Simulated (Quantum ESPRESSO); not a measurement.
**AlNi3: which magnetic order is lowest**

Aim: find out which collinear order of AlNi3 costs least.

Calculated with Quantum ESPRESSO 7.5; PBE; plane waves with GBRV 1.5 PBE potentials, no spin-orbit coupling.

### Step 1. Set-up

Symmetry: Pm-3m, No. 221, cubic system. The conventional cell has a = 3.523 Å, b = 3.523 Å, c = 3.523 Å, α = 90.00°, β = 90.00°, γ = 90.00°. Al has 12 Ni at 2.49 Å nearest. Nearest to Ni lie 4 Al at 2.49 Å and 8 Ni at 2.49 Å. Farther neighbours are not listed.

The cell comes from Materials Project 2023-11-01, a database of computed structures, and need not be the stable phase.

### Step 2. Start 1: ferro +++

The signs are those of the starting moments on the seeded atoms, the atoms that are given a moment.

pw.in reads:

```
&CONTROL
  calculation = 'scf'
  prefix = 'pwscf'
  outdir = './tmp'
  pseudo_dir = './pseudo'
  disk_io = 'nowf'
/
&SYSTEM
  ibrav = 0
  celldm(1) = 8
  nat = 4
  ntyp = 2
  ecutwfc = 40
  ecutrho = 280
  nbnd = 39
  occupations = 'smearing'
  smearing = 'fd'
  degauss = 0.00367493
  nspin = 2
  starting_magnetization(1) = 0
  starting_magnetization(2) = 0.0556
/
&ELECTRONS
  conv_thr = 8d-09
  electron_maxstep = 150
  mixing_beta = 0.3
/
ATOMIC_SPECIES
Al     26.9815 al_pbe_v1.uspp.F.UPF
Ni     58.6934 ni_pbe_v1.4.uspp.F.UPF
CELL_PARAMETERS alat
   0.8322010694414    0.0000000000000    0.0000000000000
   0.0000000000000    0.8322010694414    0.0000000000000
   0.0000000000000    0.0000000000000    0.8322010694414
ATOMIC_POSITIONS crystal
Al      0.0000000000    0.0000000000    0.0000000000
Ni      0.0000000000    0.5000000000    0.5000000000
Ni      0.5000000000    0.0000000000    0.5000000000
Ni      0.5000000000    0.5000000000    0.0000000000
K_POINTS automatic
10 10 10 0 0 0
```

Launch:

```console
> OMP_NUM_THREADS=1 mpirun -n 4 pw.x -nk 4 -in pw.in > pw.out
```

The log of the run:

```text
Program PWSCF v.7.5 starts

     Message from routine setup:
     using ibrav=0 with symmetry is DISCOURAGED, use correct ibrav instead

     K-points division:     npool     =       4
     Subspace diagonalization in iterative solution of the eigenvalue problem:

     G-vector sticks info
     --------------------
     sticks:   dense  smooth     PW     G-vecs:    dense   smooth      PW
     Sum         989     561    177                23439    10059    1839

     Using Slab Decomposition

     bravais-lattice index     =            0
     lattice parameter (alat)  =       8.0000  a.u.
     unit-cell volume          =     295.0902 (a.u.)^3
     number of atoms/cell      =            4
     number of atomic types    =            2
     number of electrons       =        57.00
     number of Kohn-Sham states=           39
     kinetic-energy cutoff     =      40.0000  Ry
     charge density cutoff     =     280.0000  Ry
     scf convergence threshold =      8.0E-09
     mixing beta               =       0.3000
     number of iterations used =            8  plain     mixing
     Exchange-correlation=  SLA  PW   PBX  PBC
                           (   1   4   3   4   0   0   0)

     celldm(1)=   8.000000  celldm(2)=   0.000000  celldm(3)=   0.000000
     celldm(4)=   0.000000  celldm(5)=   0.000000  celldm(6)=   0.000000

     crystal axes: (cart. coord. in units of alat)
               a(1) = (   0.832201   0.000000   0.000000 )
               a(2) = (   0.000000   0.832201   0.000000 )
               a(3) = (   0.000000   0.000000   0.832201 )

     reciprocal axes: (cart. coord. in units 2 pi/alat)
               b(1) = (  1.201633  0.000000  0.000000 )
               b(2) = (  0.000000  1.201633  0.000000 )
               b(3) = (  0.000000  0.000000  1.201633 )

     PseudoPot. # 1 for Al read from file:
     al_pbe_v1.uspp.F.UPF
     Pseudo is Ultrasoft + core correction, Zval =  3.0
     Generated by new atomic code, or converted to UPF format
     Using radial grid of  893 points,  3 beta functions with:
                l(1) =   0
                l(2) =   1
                l(3) =   2
     Q(r) pseudized with  8 coefficients,  rinner =    0.900   0.900   0.900
                                                       0.900   0.900

     PseudoPot. # 2 for Ni read from file:
     ni_pbe_v1.4.uspp.F.UPF
     Pseudo is Ultrasoft + core correction, Zval = 18.0
     Generated by new atomic code, or converted to UPF format
     Using radial grid of  865 points,  6 beta functions with:
                l(1) =   0
                l(2) =   0
                l(3) =   1
                l(4) =   1
                l(5) =   2
                l(6) =   2
     Q(r) pseudized with 10 coefficients,  rinner =    0.980   0.980   0.980
                                                       0.980   0.980

     atomic species   valence    mass     pseudopotential
     Al                3.00    26.98150     Al( 1.00)
     Ni               18.00    58.69340     Ni( 1.00)

     Starting magnetic structure
     atomic species   magnetization
     Al              0.000
     Ni              0.056

     48 Sym. Ops., with inversion, found

   Cartesian axes

     site n.     atom                  positions (alat units)
         1        Al     tau(   1) = (   0.0000000   0.0000000   0.0000000  )
         2        Ni     tau(   2) = (   0.0000000   0.4161005   0.4161005  )
         3        Ni     tau(   3) = (   0.4161005   0.0000000   0.4161005  )
         4        Ni     tau(   4) = (   0.4161005   0.4161005   0.0000000  )

     number of k points=    56  Fermi-Dirac smearing, width (Ry)=  0.0037
                       cart. coord. in units 2pi/alat
        k(    1) = (   0.0000000   0.0000000   0.0000000), wk =   0.0010000
        k(    2) = (   0.0000000   0.0000000   0.1201633), wk =   0.0060000
        k(    3) = (   0.0000000   0.0000000   0.2403265), wk =   0.0060000
        k(    4) = (   0.0000000   0.0000000   0.3604898), wk =   0.0060000
        k(    5) = (   0.0000000   0.0000000   0.4806531), wk =   0.0060000
        [... 51 further k-points ...]

     Dense  grid:    23439 G-vectors     FFT dimensions: (  36,  36,  36)

     Smooth grid:    10059 G-vectors     FFT dimensions: (  27,  27,  27)

     Check: negative core charge=   -0.000014
     Generating pointlists ...
     new r_m :   0.2427 (alat units)  1.9419 (a.u.) for type    1
     new r_m :   0.2427 (alat units)  1.9419 (a.u.) for type    2

     Initial potential from superposition of free atoms

     starting charge      50.9975, renormalised to      57.0000
     Starting wfcs are   43 randomized atomic wfcs

     Self-consistent Calculation

     iteration #  1     ecut=    40.00 Ry     beta= 0.30
     Davidson diagonalization with overlap
     ethr =  1.00E-02,  avg # of iterations =  5.9

     total energy              =   -1000.87500677 Ry
     estimated scf accuracy    <     137.73236195 Ry

     total magnetization       =     0.35 Bohr mag/cell
     absolute magnetization    =     0.42 Bohr mag/cell

     iteration #  2     ecut=    40.00 Ry     beta= 0.30
     Davidson diagonalization with overlap
     ethr =  1.00E-02,  avg # of iterations =  3.1

     total energy              =   -1034.76860664 Ry
     estimated scf accuracy    <      22.74265086 Ry

     total magnetization       =     0.06 Bohr mag/cell
     absolute magnetization    =     0.16 Bohr mag/cell

     iteration #  3     ecut=    40.00 Ry     beta= 0.30
     Davidson diagonalization with overlap
     ethr =  1.00E-02,  avg # of iterations =  2.0

     total energy              =   -1036.95397643 Ry
     estimated scf accuracy    <       1.18507091 Ry

     total magnetization       =     0.57 Bohr mag/cell
     absolute magnetization    =     0.75 Bohr mag/cell

     [... further iterations left out ...]

     iteration # 14     ecut=    40.00 Ry     beta= 0.30
     Davidson diagonalization with overlap
     ethr =  1.94E-09,  avg # of iterations =  1.2

     total energy              =   -1036.66097689 Ry
     estimated scf accuracy    <       0.00000031 Ry

     total magnetization       =     0.69 Bohr mag/cell
     absolute magnetization    =     0.87 Bohr mag/cell

     iteration # 15     ecut=    40.00 Ry     beta= 0.30
     Davidson diagonalization with overlap
     ethr =  5.39E-10,  avg # of iterations =  2.1

     total energy              =   -1036.66097712 Ry
     estimated scf accuracy    <       0.00000001 Ry

     total magnetization       =     0.69 Bohr mag/cell
     absolute magnetization    =     0.87 Bohr mag/cell

     iteration # 16     ecut=    40.00 Ry     beta= 0.30
     Davidson diagonalization with overlap
     ethr =  2.60E-11,  avg # of iterations =  2.5

     total energy              =   -1036.66097715 Ry
     estimated scf accuracy    <       0.00000007 Ry

     total magnetization       =     0.69 Bohr mag/cell
     absolute magnetization    =     0.87 Bohr mag/cell

     iteration # 17     ecut=    40.00 Ry     beta= 0.30
     Davidson diagonalization with overlap
     ethr =  2.60E-11,  avg # of iterations =  2.0

     Magnetic moment per site  (integrated on atomic sphere of radius R)
     atom   1 (R=0.243)  charge=  1.2931  magn= -0.0167
     atom   2 (R=0.243)  charge= 16.7990  magn=  0.2557
     atom   3 (R=0.243)  charge= 16.7990  magn=  0.2557
     atom   4 (R=0.243)  charge= 16.7990  magn=  0.2557

     End of self-consistent calculation

     Number of k-points >= 100: set verbosity='high' to print the bands.

     the Fermi energy is    16.2311 ev

!    total energy              =   -1036.66097716 Ry
     estimated scf accuracy    <          7.2E-11 Ry
     smearing contrib. (-TS)   =      -0.00211854 Ry
     internal energy E=F+TS    =   -1036.65885863 Ry

     The total energy is F=E-TS. E is the sum of the following terms:
     one-electron contribution =    -686.73673649 Ry
     hartree contribution      =     377.84188459 Ry
     xc contribution           =    -111.24418182 Ry
     ewald contribution        =    -616.51982490 Ry

     total magnetization       =     0.69 Bohr mag/cell
     absolute magnetization    =     0.87 Bohr mag/cell

     convergence has been achieved in  17 iterations

=------------------------------------------------------------------------------=
   JOB DONE.
=------------------------------------------------------------------------------=
```

It took 28 s on 4 MPI ranks of Intel Xeon Platinum 8559C (Emerald Rapids), shared host; peak memory 0.41 GiB; 1.9 min of CPU time.

Spin moment in the atom's sphere by atom:

```csv
atom,spin moment in the atom's sphere (μB)
Al1,-0.017
Ni2,0.256
Ni3,0.256
Ni4,0.256
```

Numbers from this step:

```
smearing term TS       : 0.02882 eV
magnetization          : 0.688 μB
absolute magnetization : 0.866 μB
final state            : ferromagnetic
```

Spin density in the ac plane at fractional y = 0.000, with atoms of Al and Ni within 0.2 Å of it.

Ten even steps from '0' (-0.01 e/Å³) to '9' (0.78 e/Å³), each cell a mean:
```
00000000000000
00000000000000
00000000000000
00000000000000
00000001000000
00000014100000
00000159410000
00000025100000
00000001000000
00000000000000
00000000000000
00000000000000
00000000000000
00000000000000
```
Columns run along a (3.5 Å), rows up along c (3.5 Å). Atoms in or near the plane, at fractional coordinates: Al at (0.00, 0.00), Ni at (0.50, 0.50).

Valence density in the ac plane at fractional y = 0.000, with atoms of Al and Ni within 0.2 Å of it. It is the smooth field of the valence electrons, not physical close to the nuclei.

Ten steps, logarithmic in the rise over the least value, from '_' (0 e/Å³) to '@' (37 e/Å³), each cell a mean:
```
..__________________________
____________________________
________..............______
______....::::--::......____
______..::==****++--....____
______..--**%%@@%%++::..____
______..--##@@@@@@**--..____
______..--**@@@@%%**::..____
______..::==**##**==::..____
______....::------::....____
________..............______
____________________________
..__________________________
--..______________________..
```
Columns run along a (3.5 Å), rows up along c (3.5 Å). Atoms in or near the plane, at fractional coordinates: Al at (0.00, 0.00), Ni at (0.50, 0.50).

### Step 3. Run 2 (antiferro q=(1/2,1/2,1/2) +−+−+−)

The cell is doubled to 8 atoms to hold this order. The wavevector q is in fractions of the reciprocal vectors of the crystal's primitive cell, as the cells of these inputs are built from it; moments change sign between cells as cos(2π q·R).

pw.in reads:

```
&CONTROL
  calculation = 'scf'
  prefix = 'pwscf'
  outdir = './tmp'
  pseudo_dir = './pseudo'
  disk_io = 'nowf'
/
&SYSTEM
  ibrav = 0
  celldm(1) = 8
  nat = 8
  ntyp = 3
  ecutwfc = 40
  ecutrho = 280
  nbnd = 71
  occupations = 'smearing'
  smearing = 'fd'
  degauss = 0.00367493
  nspin = 2
  starting_magnetization(1) = 0
  starting_magnetization(2) = 0.0556
  starting_magnetization(3) = -0.0556
/
&ELECTRONS
  conv_thr = 1.6d-08
  electron_maxstep = 150
  mixing_beta = 0.3
/
ATOMIC_SPECIES
Al     26.9815 al_pbe_v1.uspp.F.UPF
Ni1    58.6934 ni_pbe_v1.4.uspp.F.UPF
Ni2    58.6934 ni_pbe_v1.4.uspp.F.UPF
CELL_PARAMETERS alat
   1.6644021388828    0.0000000000000    0.0000000000000
   0.8322010694414    0.8322010694414    0.0000000000000
   0.8322010694414    0.0000000000000    0.8322010694414
ATOMIC_POSITIONS crystal
Al      0.0000000000    0.0000000000    0.0000000000
Al      0.5000000000    0.0000000000    0.0000000000
Ni1     0.5000000000    0.5000000000    0.5000000000
Ni2     0.0000000000    0.5000000000    0.5000000000
Ni1     0.0000000000    0.0000000000    0.5000000000
Ni2     0.5000000000    0.0000000000    0.5000000000
Ni1     0.0000000000    0.5000000000    0.0000000000
Ni2     0.5000000000    0.5000000000    0.0000000000
K_POINTS automatic
5 10 10 0 0 0
```

The log of the run:

```text
[banner, memory and clock lines left out]
Program PWSCF v.7.5 starts

     Message from routine setup:
     using ibrav=0 with symmetry is DISCOURAGED, use correct ibrav instead

     bravais-lattice index     =            0
     lattice parameter (alat)  =       8.0000  a.u.
     unit-cell volume          =     590.1804 (a.u.)^3
     number of atoms/cell      =            8
     number of atomic types    =            3
     number of electrons       =       114.00
     number of Kohn-Sham states=           71
     kinetic-energy cutoff     =      40.0000  Ry
     charge density cutoff     =     280.0000  Ry
     scf convergence threshold =      1.6E-08
     mixing beta               =       0.3000
     number of iterations used =            8  plain     mixing
     Exchange-correlation=  SLA  PW   PBX  PBC
                           (   1   4   3   4   0   0   0)

     celldm(1)=   8.000000  celldm(2)=   0.000000  celldm(3)=   0.000000
     celldm(4)=   0.000000  celldm(5)=   0.000000  celldm(6)=   0.000000

     crystal axes: (cart. coord. in units of alat)
               a(1) = (   1.664402   0.000000   0.000000 )
               a(2) = (   0.832201   0.832201   0.000000 )
               a(3) = (   0.832201   0.000000   0.832201 )

     reciprocal axes: (cart. coord. in units 2 pi/alat)
               b(1) = (  0.600816 -0.600816 -0.600816 )
               b(2) = (  0.000000  1.201633  0.000000 )
               b(3) = (  0.000000  0.000000  1.201633 )

     PseudoPot. # 1 for Al read from file:
     al_pbe_v1.uspp.F.UPF
     Pseudo is Ultrasoft + core correction, Zval =  3.0

     PseudoPot. # 2 for Ni read from file:
     ni_pbe_v1.4.uspp.F.UPF
     Pseudo is Ultrasoft + core correction, Zval = 18.0

     PseudoPot. # 3 for Ni read from file:
     ni_pbe_v1.4.uspp.F.UPF
     Pseudo is Ultrasoft + core correction, Zval = 18.0

     atomic species   valence    mass     pseudopotential
     Al                3.00    26.98150     Al( 1.00)
     Ni1              18.00    58.69340     Ni( 1.00)
     Ni2              18.00    58.69340     Ni( 1.00)

     Starting magnetic structure
     atomic species   magnetization
     Al              0.000
     Ni1             0.056
     Ni2            -0.056

     12 Sym. Ops., with inversion, found

   Cartesian axes

     site n.     atom                  positions (alat units)
         1        Al     tau(   1) = (   0.0000000   0.0000000   0.0000000  )
         2        Al     tau(   2) = (   0.8322011   0.0000000   0.0000000  )
         3        Ni1    tau(   3) = (   1.6644021   0.4161005   0.4161005  )
         4        Ni2    tau(   4) = (   0.8322011   0.4161005   0.4161005  )
         5        Ni1    tau(   5) = (   0.4161005   0.0000000   0.4161005  )
         6        Ni2    tau(   6) = (   1.2483016   0.0000000   0.4161005  )
         7        Ni1    tau(   7) = (   0.4161005   0.4161005   0.0000000  )
         8        Ni2    tau(   8) = (   1.2483016   0.4161005   0.0000000  )

     number of k points=    58  Fermi-Dirac smearing, width (Ry)=  0.0037
                       cart. coord. in units 2pi/alat
        k(    1) = (   0.0000000   0.0000000   0.0000000), wk =   0.0020000
        k(    2) = (   0.0000000   0.0000000   0.1201633), wk =   0.0120000
        k(    3) = (   0.0000000   0.0000000   0.2403265), wk =   0.0120000
        k(    4) = (   0.0000000   0.0000000   0.3604898), wk =   0.0120000
        k(    5) = (   0.0000000   0.0000000   0.4806531), wk =   0.0120000
        [... 53 further k-points ...]

     Dense  grid:    46679 G-vectors     FFT dimensions: (  72,  54,  54)

     Smooth grid:    20107 G-vectors     FFT dimensions: (  54,  40,  40)

     Check: negative core charge=   -0.000013
     Generating pointlists ...
     new r_m :   0.2427 (alat units)  1.9419 (a.u.) for type    1
     new r_m :   0.2427 (alat units)  1.9419 (a.u.) for type    2
     new r_m :   0.2427 (alat units)  1.9419 (a.u.) for type    3

     Initial potential from superposition of free atoms

     starting charge     101.9951, renormalised to     114.0000
     Starting wfcs are   86 randomized atomic wfcs

     Self-consistent Calculation

     iteration #  1     ecut=    40.00 Ry     beta= 0.30
     Davidson diagonalization with overlap
     ethr =  1.00E-02,  avg # of iterations =  6.9

     total energy              =   -2001.67208581 Ry
     estimated scf accuracy    <     275.63483092 Ry

     total magnetization       =    -0.00 Bohr mag/cell
     absolute magnetization    =     1.17 Bohr mag/cell

     iteration #  2     ecut=    40.00 Ry     beta= 0.30
     Davidson diagonalization with overlap
     ethr =  1.00E-02,  avg # of iterations =  4.3

     total energy              =   -2069.54040005 Ry
     estimated scf accuracy    <      45.48136722 Ry

     total magnetization       =    -0.00 Bohr mag/cell
     absolute magnetization    =     0.33 Bohr mag/cell

     [... further iterations left out ...]

     iteration # 22     ecut=    40.00 Ry     beta= 0.30
     Davidson diagonalization with overlap
     ethr =  7.29E-10,  avg # of iterations =  1.5

     total energy              =   -2073.32077774 Ry
     estimated scf accuracy    <       0.00000006 Ry

     total magnetization       =    -0.00 Bohr mag/cell
     absolute magnetization    =     0.00 Bohr mag/cell

     iteration # 23     ecut=    40.00 Ry     beta= 0.30
     Davidson diagonalization with overlap
     ethr =  5.54E-11,  avg # of iterations =  2.2

     Magnetic moment per site  (integrated on atomic sphere of radius R)
     atom   1 (R=0.243)  charge=  1.2917  magn= -0.0000
     atom   2 (R=0.243)  charge=  1.2917  magn=  0.0000
     atom   3 (R=0.243)  charge= 16.7991  magn=  0.0002
     atom   4 (R=0.243)  charge= 16.7991  magn= -0.0000
     atom   5 (R=0.243)  charge= 16.7991  magn=  0.0002
     atom   6 (R=0.243)  charge= 16.7991  magn= -0.0000
     atom   7 (R=0.243)  charge= 16.7991  magn=  0.0002
     atom   8 (R=0.243)  charge= 16.7991  magn= -0.0000

     End of self-consistent calculation

     Number of k-points >= 100: set verbosity='high' to print the bands.

     the Fermi energy is    16.1933 ev

!    total energy              =   -2073.32077786 Ry
     estimated scf accuracy    <          8.2E-09 Ry
     smearing contrib. (-TS)   =      -0.00618943 Ry
     internal energy E=F+TS    =   -2073.31458844 Ry

     The total energy is F=E-TS. E is the sum of the following terms:
     one-electron contribution =   -1373.52432855 Ry
     hartree contribution      =     755.72886354 Ry
     xc contribution           =    -222.47947361 Ry
     ewald contribution        =   -1233.03964981 Ry

     total magnetization       =     0.00 Bohr mag/cell
     absolute magnetization    =     0.00 Bohr mag/cell

     convergence has been achieved in  23 iterations
```

The job ended after 3.3 min (4 MPI ranks; peak memory 0.88 GiB; 13 min of CPU time).

Spin moment in the atom's sphere by atom:

```csv
atom,spin moment in the atom's sphere (μB)
Al1,0.0000
Al2,0.0000
Ni3,0.0002
Ni4,0.0000
Ni5,0.0002
Ni6,0.0000
Ni7,0.0002
Ni8,0.0000
```

This step gave:

```yaml
smearing_term_ts: 0.08421 eV
magnetization: 0 μB
absolute_magnetization: 0 μB
final_state: non-magnetic
```

Valence density in the ac plane at fractional y = 0.000, with atoms of Al and Ni within 0.2 Å of it. It is the smooth field of the valence electrons, not physical close to the nuclei.

Values in e/Å³, 8 rows by 16 columns, each cell a mean:
```
 0  0  0  0  0  0  0  0  0  0  0  0  0  0  0  0
 0  0  0  0  0  0  0  0  0  0  0  0  0  0  0  0
 1  0  0  0  0  1  3  5  1  0  0  0  0  1  3  5
23  4  0  0  0  0  5 28 23  4  0  0  0  0  5 28
23 14  2  0  0  0  1  6 23 14  2  0  0  0  1  6
 1  2  1  0  0  0  0  0  1  2  1  0  0  0  0  0
 0  0  0  0  0  0  0  0  0  0  0  0  0  0  0  0
 0  0  0  0  0  0  0  0  0  0  0  0  0  0  0  0
```
Columns run along a (7.0 Å), rows up along c (5.0 Å). Atoms in or near the plane, at fractional coordinates: Al at (0.00, 0.00), Al at (0.50, 0.00), Ni at (0.00, 0.50), Ni at (0.50, 0.50).

[end of part 1 of 2]

[Logs and program files are shortened in this print: banners, set-up blocks, solver, clock and traceback lines can be left out without a mark of their own.]

[Logs are printed without paths, hosts, clocks, repeated set-up lines and the standing remarks that a program may print on its own settings, such as how far it seeks lower states.]

[Hosts, paths, dates, database ids (printed as entryN), source tags and the programs' standing remarks are cut or masked in the printed files.]

[Where a cell is said to come from a database of computed structures, the database is the Materials Project.]
